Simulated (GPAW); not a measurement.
# Dielectric function and optical constants of Os

Aim: the dielectric function of Os, and the optical constants that follow from it.

Main program and level: GPAW 26.7.0; DFT, PBE, plane-wave PAW (GPAW data sets), scalar-relativistic, RPA, optical limit.

**1. Starting point**

Symmetry: P6_3/mmc, No. 194, hexagonal system. Conventional cell: a = 2.734 Å, b = 2.734 Å, c = 4.320 Å, α = 90.00°, β = 90.00°, γ = 120.00°. Nearest to Os lie 12 Os at 2.68 to 2.73 Å.

**2. Ground state**

First the ground state: is it a metal or has it a gap?

This step: DFT, PBE, plane-wave PAW (GPAW data sets), scalar-relativistic, ground state (GPAW 26.7.0).

gs.py

```python
from ase import Atoms
from ase.dft.bandgap import bandgap
from gpaw import GPAW, PW, FermiDirac

atoms = Atoms(['Os', 'Os'],
              cell=[[2.734100000000, 0.000000000000, 0.000000000000],
                    [-1.367050000000, 2.367800056500, 0.000000000000],
                    [0.000000000000, 0.000000000000, 4.319700000000]],
              scaled_positions=[[0.666666666700, 0.333333333300, 0.750000000000],
                                [0.333333333300, 0.666666666700, 0.250000000000]],
              pbc=[True, True, True])
atoms.calc = GPAW(mode=PW(500), xc='PBE', kpts={'size': (9, 9, 5), 'gamma': True},
                  occupations=FermiDirac(0.05), maxiter=150, txt='gs.txt')
print('energy (eV)', atoms.get_potential_energy())
print('Fermi level (eV)', atoms.calc.get_fermi_level())
print('valence electrons', atoms.calc.get_number_of_electrons())
print('gap (eV)', bandgap(atoms.calc, output=None)[0])
print('direct gap (eV)', bandgap(atoms.calc, direct=True, output=None)[0])
atoms.calc.write('gs.gpw')
```

Command:

```sh
> OMP_NUM_THREADS=1 python gs.py
```

Numbers of over 12 decimals in the logs are rounded to 6 here.

Output:

```text
__  _  _
 | _ |_)|_||  |
 |__||  | ||/\| - 26.7.0

Versions:
  Python: 3.12.14
  ASE:    3.29.0
  Numpy:  2.5.5
  Scipy:  1.18.1
  Libxc:  7.0.0

Input parameters:
  mode=PW(ecut=500.0),
  kpts=MonkhorstPack(size=(9, 9, 5), gamma=True),
  maxiter=150,
  occupations=Occupations(name='fermi-dirac', width=0.05, fixmagmom=False),
  xc=XC(name='PBE')

Diagonalizing LCAO Hamiltonian
Converting LCAO to pw mode

          Os

        Os

Atoms  # Å, Bohr magnetons
|   | symbol |         x |        y |        z |    initial magnetic moments |
| 0 |     Os |  1.367050 | 0.789267 | 3.239775 | ( 0.0000,  0.0000,  0.0000) |
| 1 |     Os | -0.000000 | 1.578533 | 1.079925 | ( 0.0000,  0.0000,  0.0000) |

Unit cell  # Å
| periodic |         x |        y |        z |  lengths |     angles |
|      yes |  2.734100 | 0.000000 | 0.000000 | 2.734100 |  90.000000 |
|      yes | -1.367050 | 2.367800 | 0.000000 | 2.734100 |  90.000000 |
|      yes |  0.000000 | 0.000000 | 4.319700 | 4.319700 | 120.000000 |

Number of symmetries: 12
Symmetry operations  # r_c * U_cc + t_c -> r_c
|    | kind |            matrix            |
|  0 |  σ   |  1, 1, 0,  0,-1, 0,  0, 0, 1 |
|  1 |  S6  |  1, 1, 0, -1, 0, 0,  0, 0,-1 |
|  2 |  E   |  1, 0, 0,  0, 1, 0,  0, 0, 1 |
|  3 |  C2  |  1, 0, 0, -1,-1, 0,  0, 0,-1 |
|  4 |  C2  |  0, 1, 0,  1, 0, 0,  0, 0,-1 |
|  5 |  C3  |  0, 1, 0, -1,-1, 0,  0, 0, 1 |
|  6 |  S6  |  0,-1, 0,  1, 1, 0,  0, 0,-1 |
|  7 |  σ   |  0,-1, 0, -1, 0, 0,  0, 0, 1 |
|  8 |  σ   | -1, 0, 0,  1, 1, 0,  0, 0, 1 |
|  9 |  i   | -1, 0, 0,  0,-1, 0,  0, 0,-1 |
| 10 |  C3  | -1,-1, 0,  1, 0, 0,  0, 0, 1 |
| 11 |  C2  | -1,-1, 0,  0, 1, 0,  0, 0,-1 |

BZ-sampling:
  Number of BZ points: 405
  Number of IBZ points: 50

  Monkhorst-Pack size: [9, 9, 5]
  Monkhorst-Pack shift: [0, 0, 0]

K-points  # in reciprocal-cell coordinates
|     |                                coordinates |     weight |
|   0 | (  0.00000000,   0.00000000,   0.00000000) | 0.00246914 |
|   1 | (  0.00000000,   0.00000000,   0.20000000) | 0.00493827 |
|   2 | (  0.00000000,   0.00000000,   0.40000000) | 0.00493827 |
|   3 | (  0.11111111,   0.00000000,  -0.40000000) | 0.01481481 |
|   4 | (  0.11111111,   0.00000000,  -0.20000000) | 0.01481481 |
|   5 | (  0.11111111,   0.00000000,   0.00000000) | 0.01481481 |
|   6 | (  0.11111111,   0.00000000,   0.20000000) | 0.01481481 |
|   7 | (  0.11111111,   0.00000000,   0.40000000) | 0.01481481 |
|   8 | (  0.22222222,  -0.11111111,   0.00000000) | 0.01481481 |
|   9 | (  0.22222222,  -0.11111111,   0.20000000) | 0.02962963 |
| ... |                                            |            |
|  49 | (  0.44444444,   0.44444444,   0.40000000) | 0.02962963 |

Plane wave coefficients: 720
Cutoff: 500.0 eV

Spin-components: 1 (collinear spins)
Bands:           21
Projectors:      12
Spin-degeneracy: 2
Datatype:        complex128

Parallelization:
  kpt:    1
  domain: 1
  band:   1

Density:
  Valence electrons: 28.0
  Components: 1
  Grid points: [15 15 24]
  Charge: 0.0  # |e|

Potential:
  Grid points: [15 15 24]

species:
  Os:
    name:    Osmium
    id:
    Z:       76.0
    valence: 14
    core:    62
    charge:  0.0  # [|e|]
    compensation charges:
      type: gauss
      rc: 0.39  # [Å]
      lmax: 2
    cutoffs:
      filter: 2.36  # [Å]
      core: 2.55  # [Å]
    projectors
    | kind |    occ | energy [eV] | rcut [Å] |
    |   6s |  2.000 |      -6.125 |    1.349 |
    |   5p |  6.000 |     -50.878 |    1.397 |
    |   6p |  0.000 |      -1.276 |    1.397 |
    |   5d |  6.000 |      -6.274 |    1.244 |
    |    s |        |      21.086 |    1.349 |
    |    d |        |      20.938 |    1.244 |

    Using partial waves for Os as LCAO basis

Reference energy: -937847.914077  # eV

eigensolver:
  PPCG
  Converge bands: occupied
  niter=2

density mixing:
  MSR1-Mixer
  Pratt-step length: 0.05
  Maximum mixing coefficient: 0.75
  Old densities: 10
  SVD Regularization: 0.005
  Good broyden scale: 1.0
  Trust region scale: 1.0
  Backstep threshold: 4.0
  History deletion threshold: 6.0
  Fourier metric: weight=20.0, sigma=0.015

occupation numbers:
  Fermi-Dirac:
    width: 0.0500  # eV

poisson solver:
  ecut: 4000.0  # eV

xc functional:
  name: PBE with 2 nearest neighbor stencil

convergence criteria:
- Maximum [total energy] change in last 3 cyles: 0.0005 eV / valence electron
- Maximum integral of absolute [dens]ity change: 0.0001 electrons / valence electron
- Maximum integral of absolute [eigenst]ate change: 4e-08 eV^2 / valence electron
maximum number of iterations: 150

SCF iterations
|iter     |      energy | eigst |  dens |
|iter:   1||  -22.791003 | +0.35 |       |
|iter:   2||  -22.723097 | -2.06 | -1.26 |
|iter:   3||  -22.396212 | -1.70 | -1.30 |
|iter:   4||  -22.404333 | -2.85 | -2.07 |
|iter:   5||  -22.410120c| -2.94 | -2.38 |
|iter:   6||  -22.410201c| -4.74 | -3.52 |
|iter:   7||  -22.410206c| -5.47 | -3.80 |
|iter:   8||  -22.410207c| -6.28 | -4.51c|
|iter:   9||  -22.410207c| -7.85c| -5.18c|

Converged in 9 steps
SCF loop duration: 12.348 s (1.372 s/step)
Energy contributions relative to reference atoms: (reference = -937847.914077)

Energy contributions:
  Kinetic:           8.785011
  Coulomb:         -10.226975
  Zero:             -0.392208
  External:          0.000000
  Xc:              -20.571122
  Entropy:          -0.009825
  Spinorbit:         0.000000
  ----------------------------
  Free energy:     -22.415119
  Extrapolated:    -22.410207

dipole moment: (-0.000001, -0.000001, -0.000002)  # |e|*Ang

Fermi level: 15.990
Eigenvalues  # (at kpt = [0.000, 0.000, 0.000])
| band index |      eig [eV] | occ [0-2] |
|          0 |       -30.899 |     2.000 |
|        ... |               |           |
|          8 |        12.747 |     2.000 |
|          9 |        12.747 |     2.000 |
|         10 |        13.013 |     2.000 |
|         11 |        13.587 |     2.000 |
|         12 |        13.587 |     2.000 |
|         13 |        14.250 |     2.000 |
|         14 |        14.250 |     2.000 |
|         15 |        15.827 |     1.926 |
|         16 |        17.495 |     0.000 |
|         17 |        17.495 |     0.000 |
|         18 |        24.894 |     0.000 |
|         19 |        29.378 |     0.000 |
|         20 |        33.211 |     0.000 |

No gap
No difference between direct/indirect transitions

--- standard output ---
energy (eV) -22.410207
Fermi level (eV) 15.989661
valence electrons 28.0
gap (eV) 0.0
direct gap (eV) 0.0
```

It took 15 s on 1 thread of Arm Neoverse V1, shared host; peak memory 0.14 GiB.

Read-outs, printed or worked out from the files:

```
energy       : -22.41 eV
Fermi energy : 15.99 eV
electrons    : 28
```

There are states at the Fermi level within the smearing, so the occupations stay smeared and the carriers get a Drude term.

**3. Bands for the response**

The response needs many more empty bands than the density does.

This step: DFT, PBE, plane-wave PAW (GPAW data sets), scalar-relativistic, bands at fixed density (GPAW 26.7.0).

nscf.py

```python
from ase.dft.bandgap import bandgap
from gpaw import GPAW, FermiDirac

calc = GPAW('gs.gpw').fixed_density(kpts={'size': (18, 18, 10), 'gamma': True}, nbands=43, convergence={'bands': 37},
                                    occupations=FermiDirac(0.05), txt='nscf.txt')
print('gap (eV)', bandgap(calc, output=None)[0])
print('direct gap (eV)', bandgap(calc, direct=True, output=None)[0])
print('top band over the Fermi level (eV)', min(calc.get_eigenvalues(kpt=k)[36] for k in range(len(calc.get_ibz_k_points()))) - calc.get_fermi_level())
calc.write('full.gpw', mode='all')
```

Command:

```sh
> OMP_NUM_THREADS=1 python nscf.py
```

Output:

```text
Diagonalizing LCAO Hamiltonian
Converting LCAO to pw mode
convergence criteria:
- Maximum integral of absolute [eigenst]ate change: 4e-08 eV^2 / valence electron
maximum number of iterations: 150

SCF iterations
|iter     |      energy | eigst |  dens |
|iter:   1||             | +3.24 |       |
|iter:   2||             | +1.76 |       |
|iter:   3||             | +0.74 |       |
|iter:   4||             | -0.29 |       |
|iter:   5||             | -0.99 |       |
|iter:   6||             | -1.34 |       |
|iter:   7||             | -1.71 |       |
|iter:   8||             | -2.06 |       |
|iter:   9||             | -2.57 |       |
|iter:  10||             | -3.05 |       |
|iter:  11||             | -3.61 |       |
|iter:  12||             | -4.16 |       |
|iter:  13||             | -4.77 |       |
|iter:  14||             | -5.37 |       |
|iter:  15||             | -5.98 |       |
|iter:  16||             | -6.56 |       |
|iter:  17||             | -7.09 |       |
|iter:  18||             | -7.53c|       |
SCF steps: 18
  __  _  _
 | _ |_)|_||  |
 |__||  | ||/\| - 26.7.0

Versions:
  Python: 3.12.14
  ASE:    3.29.0
  Numpy:  2.5.5
  Scipy:  1.18.1
  Libxc:  7.0.0

Input parameters:
  mode=PW(ecut=500.0),
  convergence={'bands': 37},
  gpts=array([15, 15, 24]),
  kpts=MonkhorstPack(size=(18, 18, 10), gamma=True),
  maxiter=150,
  nbands=43,
  occupations=Occupations(name='fermi-dirac', width=0.05, fixmagmom=False),
  parallel={},
  xc=XC(name='PBE')

--- standard output ---
gap (eV) 0.0
direct gap (eV) 0.0
top band over the Fermi level (eV) 36.881173
```

Run time: 5 min. Hardware: 1 thread; peak memory 0.34 GiB.

**4. Dielectric function, RPA**

Transitions between filled and empty bands, summed over the zone, give the optical response, so mesh, band count and broadening shape it.

The induced potential is part of this response.

This step: DFT, PBE, plane-wave PAW (GPAW data sets), scalar-relativistic, RPA, optical limit (GPAW 26.7.0).

df.py

```python
from gpaw.response.df import DielectricFunction

df = DielectricFunction('full.gpw', frequencies={'type': 'nonlinear', 'domega0': 0.03, 'omega2': 8},
                        ecut=50,
                        eta=0.15,
                        nbands=37,
                        rate=0.05,
                        txt='df.txt')
for direction in ['x', 'z']:
    df.get_dielectric_function(xc='RPA', direction=direction, filename=f'df_{direction}.csv')
```

Command:

```sh
> OMP_NUM_THREADS=1 python df.py
```

Output:

```text
Using integrator: PointIntegrator
NonLinearFrequencyDescriptor(from 0.000 to 89.005 eV, 530 points)
Nonperiodic BCs:  [False False False]
Using integrator: PointIntegrator
NonLinearFrequencyDescriptor(from 0.000 to 89.005 eV, 530 points)
Nonperiodic BCs:  [False False False]
Using integrator: PointIntegrator

Calculating chi0 body with:
    Ground state adapter containing:
    Number of spins: 1
    Number of kpoints: 3240
    Number of irreducible kpoints: 330
    Number of completely occupied states: 12
    Number of partially occupied states: 16

    Linear response parametrization:
    q_c: [0.0, 0.0, 0.0]
    Number of frequency points: 530
    Planewave cutoff: 50.0
    Number of bands: 37
    Number of planewaves: 23
    Broadening (eta): 0.15

Integrating chi0 body.

Symmetries of q_c:
    Direct symmetries (Uq -> q): 12
    Indirect symmetries (TUq -> q): 0
In total 12 allowed symmetries.

330 groups of equivalent kpoints. 89.814815% reduction.

Integral kind: spectral function

Calculating chi0 optical extensions with:
    Ground state adapter containing:
    Number of spins: 1
    Number of kpoints: 3240
    Number of irreducible kpoints: 330
    Number of completely occupied states: 12
    Number of partially occupied states: 16

    Linear response parametrization:
    Number of frequency points: 530
    Planewave cutoff: 50.0
    Number of bands: 37
    Number of planewaves: 23
    Broadening (eta): 0.15
Integrating chi0 head and wings.

Symmetries of q_c:
    Direct symmetries (Uq -> q): 12
    Indirect symmetries (TUq -> q): 0
In total 12 allowed symmetries.

330 groups of equivalent kpoints. 89.814815% reduction.

Integral kind: spectral function wings

Calculating drude chi0 with:
    Number of frequency points:530
    Plasma frequency decay rate: 0.05 eV

    Ground state adapter containing:
    Number of spins: 1
    Number of kpoints: 3240
    Number of irreducible kpoints: 330
    Number of completely occupied states: 12
    Number of partially occupied states: 16

Symmetries of q_c:
    Direct symmetries (Uq -> q): 12
    Indirect symmetries (TUq -> q): 0
In total 12 allowed symmetries.

330 groups of equivalent kpoints. 89.814815% reduction.

Integral kind: intraband
Plasma frequency:
[[5.59+0.j 0.  +0.j 0.  +0.j]
 [0.  +0.j 5.59+0.j 0.  -0.j]
 [0.  +0.j 0.  -0.j 7.63-0.j]]
```

It took 41 s on 1 thread; peak memory 0.22 GiB.

Some rows of df_x.csv (energy; Re and Im without local fields; Re and Im with them):

```text
0.000000, 12530.461061, 0.000000, 12530.366443, 0.000000
0.460735, -112.552399, 40.143693, -112.602115, 40.110477
0.943989, -9.046883, 13.416311, -9.065020, 13.402892
1.451455, 8.994283, 8.216400, 8.967887, 8.213424
1.984998, 23.019481, 11.951115, 22.990771, 11.965625
2.546682, 26.809096, 30.780220, 26.910529, 30.809622
3.138794, 2.897417, 34.438227, 2.836200, 34.724544
3.763875, -1.733454, 25.875201, -1.991926, 25.901515
4.424758, -10.130977, 19.728466, -10.145199, 19.530540
5.124608, -9.039565, 11.812784, -8.932491, 11.741371
5.866977, -5.490143, 8.030321, -5.385106, 8.092819
6.655862, -4.826840, 5.778798, -4.917263, 5.847156
7.495775, -3.092760, 3.396584, -3.164522, 3.430518
8.391833, -1.313557, 3.150602, -1.380748, 3.175331
9.349861, -0.255141, 3.399489, -0.305058, 3.444902
10.376517, -0.241777, 4.095019, -0.302245, 4.185962
11.479449, -1.370619, 2.982941, -1.520404, 3.079133
12.667487, -0.636904, 2.205293, -0.887066, 2.268203
13.950874, -0.244054, 2.112318, -0.457787, 2.138774
```

Sum at mesh points, not converged in k. The Im ε by photon energy; read off at these points:

```tsv
photon energy (eV)	E ∥ x	E ∥ z
0.500	33.9	52.0
0.750	14.8	35.1
1.000	12.8	27.4
1.250	10.4	45.7
1.314	9.82	47.1
1.500	7.76	32.4
1.750	8.16	13.9
2.000	12.1	13.0
2.250	18.0	20.3
2.500	29.0	28.7
2.750	39.1	33.4
3.000	36.6	27.6
3.250	31.8	21.2
3.500	27.5	16.8
3.750	26.0	17.9
4.000	25.4	16.6
4.250	23.8	15.7
4.500	18.1	16.6
4.750	14.9	16.6
5.000	12.8	16.2
5.250	10.3	13.5
5.500	8.42	10.4
5.750	8.03	8.79
6.000	7.96	6.65
6.250	6.90	6.01
6.500	6.25	6.01
6.750	5.57	5.75
7.000	4.47	4.83
7.250	4.12	4.09
7.500	3.43	3.63
7.750	3.38	3.26
8.000	3.33	3.31
8.250	3.19	3.59
8.500	3.18	3.42
8.750	3.21	3.76
9.000	3.25	3.81
9.250	3.33	3.86
9.500	3.52	3.77
9.750	3.69	3.66
10.000	3.82	4.02
10.250	3.96	4.60
10.500	4.16	5.03
10.750	4.04	4.48
11.000	4.37	3.91
11.250	3.59	3.52
11.500	3.02	3.83
11.750	2.82	3.54
12.000	2.78	3.17
12.250	2.76	2.85
12.500	2.56	2.69
12.750	2.22	2.73
13.000	2.33	3.27
13.250	2.31	2.72
13.500	2.33	2.50
13.750	2.23	2.20
```

Values under 1 per cm are given as 1; sum at mesh points, not converged in k. Absorption coefficient against photon energy:

```tsv
photon energy (eV)	E ∥ x (1/cm)	E ∥ z (1/cm)
0.492	5.0e5	6.9e5
1.010	3.2e5	5.0e5
1.486	1.8e5	8.4e5
1.985	2.4e5	4.3e5
2.508	6.4e5	8.2e5
3.018	1.2e6	1.2e6
3.510	1.3e6	1.1e6
3.980	1.5e6	1.3e6
4.516	1.8e6	1.4e6
4.981	1.8e6	1.7e6
5.515	1.7e6	1.8e6
6.021	1.7e6	1.7e6
6.494	1.7e6	1.6e6
6.985	1.6e6	1.6e6
7.496	1.5e6	1.5e6
8.026	1.4e6	1.3e6
8.516	1.3e6	1.3e6
9.023	1.3e6	1.4e6
9.483	1.3e6	1.4e6
10.026	1.4e6	1.4e6
10.519	1.7e6	1.9e6
11.029	1.9e6	1.9e6
11.479	1.8e6	1.8e6
12.023	1.7e6	1.9e6
12.504	1.8e6	1.7e6
13.000	1.6e6	1.9e6
13.512	1.6e6	1.8e6
```

Sum at mesh points, not converged in k. The Im ε, E ∥ x by photon energy; read off at these points:

```tsv
photon energy (eV)	without local fields	with local fields
0.50	34.0	33.9
1.00	12.8	12.8
1.50	7.77	7.76
2.00	12.1	12.1
2.50	29.0	29.0
2.78	39.2	39.3
3.00	36.3	36.6
3.50	27.4	27.5
4.00	25.5	25.4
4.50	18.3	18.1
5.00	13.0	12.8
5.50	8.41	8.42
6.00	7.82	7.96
6.50	6.16	6.25
7.00	4.42	4.47
7.50	3.39	3.43
8.00	3.29	3.33
8.50	3.16	3.18
9.00	3.21	3.25
9.50	3.47	3.52
10.00	3.75	3.82
10.50	4.05	4.16
11.00	4.26	4.37
11.50	2.93	3.02
12.00	2.69	2.78
12.50	2.46	2.56
13.00	2.31	2.33
13.50	2.32	2.33
```

The reflectivity at normal incidence has structure finer than the step of the table below, so its rows give means over 0.5 eV, whole bins alone (the curve runs from 0.305 to 14.0 eV). Peaks (eV: height): E ∥ x 4.38: 65.1, 11.40: 38.8; E ∥ z 1.56: 74.4, 3.18: 62.4, 5.87: 64.5, 10.95: 38.4, 13.25: 35.7.

Sum at mesh points, not converged in k. Reflectivity at normal incidence against photon energy; means over each step:

```tsv
photon energy (eV)	E ∥ x (%)	E ∥ z (%)
1.0	59.1	74.1
1.5	36.3	71.9
2.0	46.6	47.5
2.5	56.0	55.5
3.0	60.6	62.0
3.5	59.4	56.5
4.0	60.7	54.5
4.5	64.7	54.0
5.0	64.1	59.1
5.5	61.7	63.3
6.0	57.8	62.5
6.5	57.8	55.9
7.0	57.3	56.4
7.5	52.1	51.5
8.0	43.2	40.0
8.5	35.7	33.4
9.0	30.5	31.3
9.5	27.8	30.1
10.0	28.4	27.5
10.5	30.9	34.0
11.0	35.6	36.9
11.5	37.4	34.6
12.0	32.8	36.5
12.5	32.8	31.9
13.0	28.0	31.3
13.5	26.9	32.7
```

The loss function −Im 1/ε at q → 0 has structure finer than the step of the table below, so its rows give means over 0.5 eV, whole bins alone (the curve runs from 0.305 to 14.0 eV). Peaks (eV: height): E ∥ x 1.18: 0.0896, 9.15: 0.301; E ∥ z 1.91: 0.0823, 8.58: 0.275, 12.67: 0.356.

Sum at mesh points, not converged in k. Table of loss function −Im 1/ε at q → 0 by energy loss; means over each step:

```tsv
energy loss (eV)	E ∥ x	E ∥ z
1.0	0.0598	0.0206
1.5	0.0491	0.0253
2.0	0.0174	0.0596
2.5	0.0180	0.0309
3.0	0.0263	0.0352
3.5	0.0358	0.0539
4.0	0.0382	0.0580
4.5	0.0423	0.0594
5.0	0.0525	0.0543
5.5	0.0702	0.0593
6.0	0.0851	0.0765
6.5	0.0960	0.104
7.0	0.115	0.116
7.5	0.161	0.162
8.0	0.221	0.238
8.5	0.273	0.264
9.0	0.294	0.254
9.5	0.283	0.261
10.0	0.261	0.248
10.5	0.242	0.202
11.0	0.224	0.228
11.5	0.272	0.250
12.0	0.323	0.269
12.5	0.348	0.333
13.0	0.409	0.306
13.5	0.414	0.356
```

From ε follow the optical constants at some laser and lamp lines:

```tsv
wavelength (nm)	n x	k x	R (%) x	1/α x	n z	k z	R (%) z	1/α z
1064	2.46	2.248	42.2	38 nm	4.22	4.529	64.7	19 nm
800	3.61	1.028	35.3	62 nm	2.61	5.261	74.4	12 nm
633	4.90	1.192	45.9	42 nm	2.80	2.229	42.3	23 nm
450	5.48	3.572	60.0	10 nm	4.18	3.985	60.9	9.0 nm
365	3.75	3.808	59.5	7.6 nm	2.54	3.443	58.3	8.4 nm
248	1.84	3.498	63.8	5.6 nm	2.38	3.407	58.7	5.8 nm
193	1.24	2.585	57.5	5.9 nm	1.23	2.490	56.0	6.2 nm
```

A polished face would reflect 50 % of daylight and look faintly blue (CIE x = 0.289, y = 0.310 under D65).

**5. Outcome**

What this shows: At this level (PBE, RPA) Os is a metal. The mesh is too coarse to trust the carriers' weight, the reflectivity or the colour to better than tens of per cent. A polished face would reflect 50 % of daylight and look faintly blue (CIE x = 0.289, y = 0.310 under D65). The carriers' damping of 0.05 eV is typed, not computed; it shapes the response at the lowest energies. Spin-orbit coupling is left out although heavy atoms are present. In this version of GPAW the matrix elements of the optical limit are incomplete, which can lower ε − 1 by up to a tenth where first-row anions or d states rule, and shift it by more in d metals. GPAW's carrier term has the form −ωp²/(ω + i·rate)², which damps like twice the rate and fails at low energy, so the curves leave the lowest energies out. The sum runs over mesh points 0.15 Å⁻¹ apart with no interpolation, so peaks are partly noise of the mesh, and the Drude plasma energy, a sum over the Fermi surface, isn't converged.

[Machine, clock and banner lines and Python warnings are left out of the logs.]

[Logs are printed without paths, hosts, clocks, repeated set-up lines and the standing remarks that a program may print on its own settings, such as how far it seeks lower states.]

[Hosts, paths, dates, database ids (printed as entryN), source tags and the programs' standing remarks are cut or masked in the printed files.]
